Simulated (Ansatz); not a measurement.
# CdPb2: relaxing a made-up structure, part 2 of 2

Starting from a made-up structure for CdPb2, the aim is the relaxed cell, its shortest contacts and, where a second run follows, its electronic structure.

Ansatz 0.2.0; DFT, PBE, plane-wave PAW, files of the set soft_1, scalar-relativistic, no spin, cell and ions relaxed at zero pressure; PAW set soft_1 (the session's first sound run).

So far: Set-up; Relaxation of the guess. The relaxed cell has a = 4.413, c = 5.605 Å (conventional setting).

### 3. Electronic structure of the relaxed cell

A second self-consistent run takes a narrower smearing and the mesh shown in its input; the bands follow along the standard path of the relaxed lattice.

This step: DFT, PBE, plane-wave PAW, files of the set soft_1, scalar-relativistic, no spin, bands and density of states at the relaxed cell; PAW set soft_1 (Ansatz 0.2.0).

Contents of input.yaml:

```yaml
crystal:
  lattice:
    - [4.4134997395, 0.0, 0.0]
    - [-2.2067498698, 3.822202894, 0.0]
    - [0.0, 0.0, 5.6047785571]
  atoms:
    - { symbol: Pb, position: [0.3333333333, 0.6666666667, 0.3145967656] }
    - { symbol: Pb, position: [0.6666666667, 0.3333333333, 0.6854032344] }
    - { symbol: Cd, position: [0.0, 0.0, 0.0] }
kpoints:
  mp_grid: { grid: [8, 8, 6] }
  band_path:
    path:
      - [[0.0, 0.0, 0.0], [0.5, 0.0, 0.0], [0.33333333, 0.33333333, 0.0], [0.0, 0.0, 0.0], [0.0, 0.0, 0.5], [0.5, 0.0, 0.5], [0.33333333, 0.33333333, 0.5], [0.0, 0.0, 0.5]]
      - [[0.5, 0.0, 0.5], [0.5, 0.0, 0.0]]
      - [[0.33333333, 0.33333333, 0.0], [0.33333333, 0.33333333, 0.5]]
    npoints: 8
scf:
  occupations: { method: fermi_dirac, width: 0.03 }
  n_extra_bands: 7
hamiltonian:
  xc: pbe
  pseudopotentials: { kind: paw, azcp: { folder: soft_1 } }
output:
  forces: true
  stress: true
  write_bands: true
  dos: { projected: true }
  write_density: true
  write_potential: true
  elf: true
  volumetric_format: npy
```

Started as:

```bash
ansatz run input.yaml --threads 4 --pin off --max-ram 10240MiB --backend cpu --events-out ev --progress --plain --runs-dir out
```

Numbers of over 12 decimals in the logs are rounded to 6 here.

Log:

```text
[...]
Crystal: 3 atoms, lattice volume = 94.549 Å³
Basis set: ecut = 420 eV, 1837 PW (Γ), exchange–correlation on 60×60×80 points (8 copies of the dense FFT grid, shifted against one another)
Bands: 31, of which v1, the nominal top of the filled ones, is band 24 counted from 1 (23 counted from 0)
Symmetry: 12 space group operations
[...]
k-points: 50 of 384
[...]
SCF iter   1: F=—  HF=-32072.716659 eV  |F-HF|=—  |Δ(HF+E_count)|=         —  Δρ=3.77e-2  dr2=3.13e0  ethr=3.10e-3  ⟨swp⟩=7.5  Hψ=7113  notcnv=0  defer=1
[...]
SCF iter   8: F=-32071.699988 eV  HF=-32071.699988 eV  |F-HF|=8.23e-9  |Δ(HF+E_count)|=   2.97e-7  Δρ=3.17e-6  dr2=1.28e-8  ethr=2.08e-10  ⟨swp⟩=16.1  Hψ=11814  notcnv=0
SCF 1 converged in 8 iterations: F = -32071.699988 eV  dr2 = 1.28e-8
[...]
NSCF: frozen V_eff on 75 k-points
SCF converged after 8 iterations
Free energy (F): -32071.699988 eV
[...]
Internal energy: -32071.693320 eV  (E = F + TS)
E sigma→0 (E₀):  -32071.696654 eV
Entropy (-TS):   -0.006668 eV (-2.223 meV/atom)
Fermi energy:    9.821543 eV
[...]
--- Forces (eV/Å), atoms counted from 1 ---
  atom   1  Pb     0.00000000    -0.00000000     0.01018077
  atom   2  Pb    -0.00000000     0.00000000    -0.01018077
  atom   3  Cd    -0.00000000     0.00000000     0.00000000
  max |Σ_I F_I| component: 4.63e-18 eV/Å
--- Stress (GPa, compression-positive) ---
        0.069426      -0.000000      -0.000000
        0.000000       0.069426       0.000000
       -0.000000       0.000000      -0.151569
  P = ⅓ Tr σ = -0.0042 GPa (-0.042 kbar)
--- Band table (eV; the first three rows and the last of 50) ---
  k-point 0: bands = [... 20 lower, 2.8852, 6.2314, 11.2238, 11.2238, 12.1518, 12.1518, 12.3806, 13.2327, ... 3 higher]
  k-point 1: bands = [... 20 lower, 2.4328, 6.8675, 11.1808, 11.1808, 12.1898, 12.3217, 12.3217, 13.2327, ... 3 higher]
  k-point 2: bands = [... 20 lower, 1.6777, 8.1652, 11.1195, 11.1195, 11.3728, 12.7044, 12.7044, 13.5045, ... 3 higher]
  k-point 49: bands = [... 20 lower, 2.3262, 6.3440, 6.8631, 7.7345, 7.8004, 14.1272, 14.4080, 15.7566, ... 3 higher]
```

Run time: 5.1 s. Hardware: 4 threads of Arm Neoverse V1, shared host; peak memory 0.45 GiB.

The column dr2 measures how far the density is from self-consistency, as an energy; F and HF (Harris–Foulkes) agree once it is small.

Numbers from this step:

* free energy: -32071.7000 eV
* energy at zero smearing: -32071.6967 eV
* smearing term TS: 0.006668 eV
* Fermi energy: 9.822 eV
* pressure: -0.004239 GPa

bands.tsv at the labelled points (eV, zero at the Fermi level; the bands that come nearest the Fermi level along the path):

```tsv
point	band 21	band 22	band 23	band 24	band 25	band 26	band 27	band 28
Γ	-6.94	-3.59	1.40	1.40	2.33	2.33	2.56	3.41
M	-7.28	-3.17	-1.26	-0.94	-0.44	-0.12	3.99	4.03
K	-7.80	-4.26	-0.39	-0.39	0.37	0.37	0.44	1.98
Γ	-6.94	-3.59	1.40	1.40	2.33	2.33	2.56	3.41
A	-8.47	-0.68	0.72	1.27	1.27	3.13	3.13	4.02
L	-7.63	-3.98	-3.48	0.34	1.00	1.14	1.51	5.31
H	-7.46	-3.25	-2.62	-2.62	-2.46	4.83	4.83	6.47
A	-8.47	-0.68	0.72	1.27	1.27	3.13	3.13	4.02
L	-7.63	-3.98	-3.48	0.34	1.00	1.14	1.51	5.31
M	-7.28	-3.17	-1.26	-0.94	-0.44	-0.12	3.99	4.03
K	-7.80	-4.26	-0.39	-0.39	0.37	0.37	0.44	1.98
H	-7.46	-3.25	-2.62	-2.62	-2.46	4.83	4.83	6.47
```

Counts of states for the cell as run, both spins, by energy window (eV from the Fermi level):

```csv
from,to,total
-8,-7,1.82
-7,-6,0.28
-6,-5,0.00
-5,-4,0.04
-4,-3,1.61
-3,-2,1.05
-2,-1,1.47
-1,0,1.84
0,1,1.77
1,2,1.52
2,3,1.61
3,4,1.49
4,5,1.57
```

Below -8 eV lie 39.9 more states.

Electrostatic potential energy in the ac plane at fractional y = 0.000, with atoms of Cd within 0.2 Å of it. With pseudopotentials it is smooth inside the atoms' cores, unlike the true potential.

Ten even steps from '0' (-22 eV) to '9' (14 eV), each cell a mean:
```
00268999998410
12478999998631
45789999999864
88999888899988
99999888889999
99999888889999
99999888899999
99999988899999
99999988899999
99999988899999
99999888889999
99999888889999
89999888889999
67899988999876
23589999998742
00268999998520
00158999998310
```
Columns run along a (4.4 Å; values clipped at the 3rd and 97th percentile), rows up along c (5.6 Å). Atoms in or near the plane, at fractional coordinates: Cd at (0.00, 0.00).

ELF in the ac plane at fractional y = 0.000, with atoms of Cd within 0.2 Å of it. It is the smooth field of the valence electrons, not physical close to the nuclei.

Ten even steps from '_' (0.05) to '@' (0.94), each cell a mean:
```
%%**--::..............::==##
==--::....::..........::--==
::::....::::::::::::::..::::
......::::::------::::......
......::::----------::......
........::----------::......
______..::::------::::..____
______..::::::::::::..______
______....::::::::::..______
______..::::------::....____
____....::--------::::..____
......::::----------::......
......::::--------::::::....
::......::::::--::::::....::
----::....::::::::::....::--
**++--::..............::--++
@@##--::..............::==%%
```
Columns run along a (4.4 Å), rows up along c (5.6 Å). Atoms in or near the plane, at fractional coordinates: Cd at (0.00, 0.00).

Valence density in the ac plane at fractional y = 0.000, with atoms of Cd within 0.2 Å of it. It is the smooth field of the valence electrons, not physical close to the nuclei.

Ten steps, logarithmic in the rise over the least value, from '_' (0 e/Å³) to '@' (24 e/Å³), each cell a mean:
```
@@%%++::..__________..--**%%
##**--..____________..::==**
----....______________..::--
....________....__________..
____________......__________
__________........__________
____________......__________
____________....____________
______________..____________
____________......__________
____________......__________
__________........__________
____________......__________
::....________________....::
++==::..______________..--++
%%##++::____________..--**%%
@@%%**::..__________..==##@@
```
Columns run along a (4.4 Å), rows up along c (5.6 Å). Atoms in or near the plane, at fractional coordinates: Cd at (0.00, 0.00).

### 4. Results

| Property | Result |
| --- | --- |
| space group, relaxed | P-3m1 |
| conventional cell | a = 4.413, b = 4.413, c = 5.605 Å; α = 90.0°, β = 90.0°, γ = 120.0° |
| volume per atom | 31.52 Å³ (guess 28.03) |

In words: CdPb2 relaxes to P-3m1 with a = 4.413, b = 4.413 and c = 5.605 Å. The guessed volume was 11 % too small. The space group P-3m1 was held in the relaxation, so the end point is a stationary structure within it and may be a saddle against distortions or other arrangements. Bands cross the Fermi level, so it is a metal or semimetal at this level. On the 8×8×6 mesh with the narrower smearing (relaxed on 7×7×5) the largest force component is 0.010 eV/Å and the largest stress component is 0.152 GPa, against the relaxation's thresholds of 0.015 eV/Å and 0.05 GPa. The cutoff wasn't tested. Spin-orbit coupling is left out, which can matter for elements this heavy. No dispersion term is used, so weakly bound directions may come out too long. Nothing here tests whether the compound is stable against decomposition.

[Logs are printed without paths, hosts, clocks, repeated set-up lines and the standing remarks that a program may print on its own settings, such as how far it seeks lower states.]

[Hosts, paths, dates, database ids (printed as entryN), source tags and the programs' standing remarks are cut or masked in the printed files.]
